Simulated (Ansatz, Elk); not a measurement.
# Bonding as seen by X-rays: Cr2Cu, part 2 of 2

The structure of Cr2Cu used here is made up (a known structure type with other elements) and was relaxed beforehand with PBE. The aim is the Fourier transform of its all-electron density, F(hkl), set beside the sum over free spherical atoms that refinements use.

Elk 11.2.3 (patched build); all-electron DFT.

So far: Set-up; Ground state and structure factors; The highest occupied states alone.

The structure was built from a prototype and need not be the compound's stable phase.

## Step 4: Another functional

Level of this step: DFT, LDA (Perdew-Wang), all-electron APW+lo, Dirac cores, scalar-relativistic bands, static density, no spin (Elk).

The difference from free atoms is small, so it is set against the change that LDA (Perdew-Wang) makes.

elk.in reads:

```
tasks
  0
  195

xctype
  3

spinpol
  .false.

rgkmax
  7.0

gmaxvr
  14.0

lmaxo
  7

lmaxapw
  8

swidth
  0.002

tshift
  .false.

ramdisk
  .false.

hmaxvr
  5.5

maxscl
  120

epspot
  1e-06

sppath
  './'

avec
  4.70628423574 0.00000000000 0.00000000000
  -2.35314211787 4.07576170558 0.00000000000
  0.00000000000 0.00000000000 12.52153726838

atoms
  2
  'Cu.in'
  1
  0.0000000000 0.0000000000 -0.0000000000   0.000000 0.000000 0.000000
  'Cr.in'
  2
  0.6666666667 0.3333333333 0.3335533999   0.000000 0.000000 0.000000
  0.3333333333 0.6666666667 0.6664466001   0.000000 0.000000 0.000000

ngridk
  10 10 4
```

Launch:

```
$ OMP_NUM_THREADS=4 elk
```

Numbers of over 12 decimals in the logs are rounded to 6 here.

Log:

```text
┌─────────────────────────┐
│ Elk code version 11.2.3 │
└─────────────────────────┘

All units are atomic (Hartree, Bohr, etc.)

┌─────────────────────────────────────────────────┐
│ Ground-state run starting from atomic densities │
└─────────────────────────────────────────────────┘

Lattice vectors :
   4.706284236       0.000000000       0.000000000
  -2.353142118       4.075761706       0.000000000
   0.000000000       0.000000000       12.52153727

Reciprocal lattice vectors :
   1.335062863      0.7707989035      -0.000000000
[...]
muffin-tins (core leakage)
  species : 1 (Cu)
[...]
species : 2 (Cr)
   atom 1                    :    22.80637842     ( -0.3549084306E-05)
   atom 2                    :    22.80637842     ( -0.3549084306E-05)
 total in muffin-tins        :    73.84891153
 total calculated charge     :    76.99747727
 total charge                :    77.00000000
 error                       :   0.2522733056E-02

┌──────────────────────────────┐
│ Self-consistent loop stopped │
└──────────────────────────────┘

Warning : core states of species 1 leak from the muffin-tin :   0.2438356436E-03

Wrote STATE.OUT
[key lines of the parts left out:]
total energy                :     -3750.1979924712
```

Run time: 9.1 s. Hardware: 4 threads of Intel Xeon Platinum 8375C at 2.90GHz (Ice Lake), shared host; peak memory 0.16 GiB; 29 s of CPU time.

Against the first run R = 0.06 %; the largest change is -0.042 at 110.

## Step 5: Basis size

A smaller basis shows how fast F responds to it; the change is likely larger than the basis error of the first run, but doesn't show convergence.

elk.in: that of step 4 with these lines changed.

```diff
@@ -5,3 +5,3 @@
 xctype
-  3
+  20
 
@@ -11,3 +11,3 @@
 rgkmax
-  7.0
+  5.5
```

Launch:

```
$ OMP_NUM_THREADS=4 elk
```

Log:

```text
┌─────────────────────────┐
│ Elk code version 11.2.3 │
└─────────────────────────┘

All units are atomic (Hartree, Bohr, etc.)

┌─────────────────────────────────────────────────┐
│ Ground-state run starting from atomic densities │
└─────────────────────────────────────────────────┘

Lattice vectors :
   4.706284236       0.000000000       0.000000000
  -2.353142118       4.075761706       0.000000000
   0.000000000       0.000000000       12.52153727

Reciprocal lattice vectors :
   1.335062863      0.7707989035      -0.000000000
[...]
muffin-tins (core leakage)
  species : 1 (Cu)
[...]
species : 2 (Cr)
   atom 1                    :    22.74684632     ( -0.2217209314E-06)
   atom 2                    :    22.74684632     ( -0.2217209314E-06)
 total in muffin-tins        :    73.68080903
 total calculated charge     :    76.99763377
 total charge                :    77.00000000
 error                       :   0.2366228780E-02

┌──────────────────────────────┐
│ Self-consistent loop stopped │
└──────────────────────────────┘

Warning : core states of species 1 leak from the muffin-tin :   0.2360091097E-03

Wrote STATE.OUT
[key lines of the parts left out:]
total energy                :     -3756.6572725367
```

Run time: 13 s. Hardware: 4 threads; peak memory 0.16 GiB.

Against the first run R = 0.06 %; the largest change is +0.092 at 110.

## Step 6: A coarser k-mesh

About half the k-points along each axis test the sampling.

elk.in: that of step 5 with these lines changed.

```diff
@@ -11,3 +11,3 @@
 rgkmax
-  5.5
+  7.0
 
@@ -59,2 +59,2 @@
 ngridk
-  10 10 4
+  5 5 2
```

Launch:

```
$ OMP_NUM_THREADS=4 elk
```

Log:

```text
┌─────────────────────────┐
│ Elk code version 11.2.3 │
└─────────────────────────┘

All units are atomic (Hartree, Bohr, etc.)

┌─────────────────────────────────────────────────┐
│ Ground-state run starting from atomic densities │
└─────────────────────────────────────────────────┘

Lattice vectors :
   4.706284236       0.000000000       0.000000000
  -2.353142118       4.075761706       0.000000000
   0.000000000       0.000000000       12.52153727

Reciprocal lattice vectors :
   1.335062863      0.7707989035      -0.000000000
[...]
muffin-tins (core leakage)
  species : 1 (Cu)
[...]
species : 2 (Cr)
   atom 1                    :    22.79488911     ( -0.2217208088E-06)
   atom 2                    :    22.79488911     ( -0.2217208088E-06)
 total in muffin-tins        :    73.81073647
 total calculated charge     :    76.99745538
 total charge                :    77.00000000
 error                       :   0.2544621328E-02

┌──────────────────────────────┐
│ Self-consistent loop stopped │
└──────────────────────────────┘

Warning : core states of species 1 leak from the muffin-tin :   0.2352282920E-03

Wrote STATE.OUT
[key lines of the parts left out:]
total energy                :     -3756.7646333750
```

Elapsed: 6.7 s, on 4 threads; peak memory 0.16 GiB.

Against the first run R = 0.04 %; the largest change is -0.016 at 004.

## Step 7: Settings against the effect

| run | R against the first run (%) | R against neutral atoms, low angle (%) | wall time |
| --- | --- | --- | --- |
| PBE, rgkmax 7 | 0.00 | 1.84 | 14 s |
| LDA (Perdew-Wang) | 0.06 | 1.86 | 9.1 s |
| rgkmax 5.5 | 0.06 | 1.90 | 13 s |
| k-mesh 5×5×2 | 0.04 | 1.84 | 6.7 s |

## Step 8: Results

- R against neutral atoms, sin θ/λ < 0.3 Å⁻¹: 1.84 %
- R against neutral atoms, 0.3 to 0.82 Å⁻¹: 0.67 %

**Reading.** Independent neutral atoms miss the calculated amplitudes by R = 1.84 % below 0.3 Å⁻¹ and 0.67 % from there to 0.82 Å⁻¹; by shells, 1.81 % below 0.15 Å⁻¹ (1 form), 1.84 % 0.15 to 0.3 (7 forms), 0.67 % 0.3 to 0.45 (11 forms), 0.67 % above 0.45 (70 forms). Bonding, aspherical density and the tables' own atoms all enter these figures, and the runs don't part them. The largest change of an amplitude is -1.17 electrons, at 101. The window's part falls from 23.0 electrons at the origin to at most 3.88 between 0.45 and 0.82 Å⁻¹, where compact states inside the window still scatter. Below 0.3 Å⁻¹ the changes that finished (LDA (Perdew-Wang), rgkmax 5.5 and k-mesh 5×5×2) move F by R = 0.07 % at most, against the 1.84 % that separates it from free atoms. These runs have no spin, though d or f shells may be open. Part of the difference isn't bonding: the tables are fits to free atoms and ions calculated by other methods than this functional. Thermal motion, anomalous dispersion and extinction are left out.

[Logs are printed without paths, hosts, clocks, repeated set-up lines and the standing remarks that a program may print on its own settings, such as how far it seeks lower states.]

[Hosts, paths, dates, database ids (printed as entryN), source tags and the programs' standing remarks are cut or masked in the printed files.]
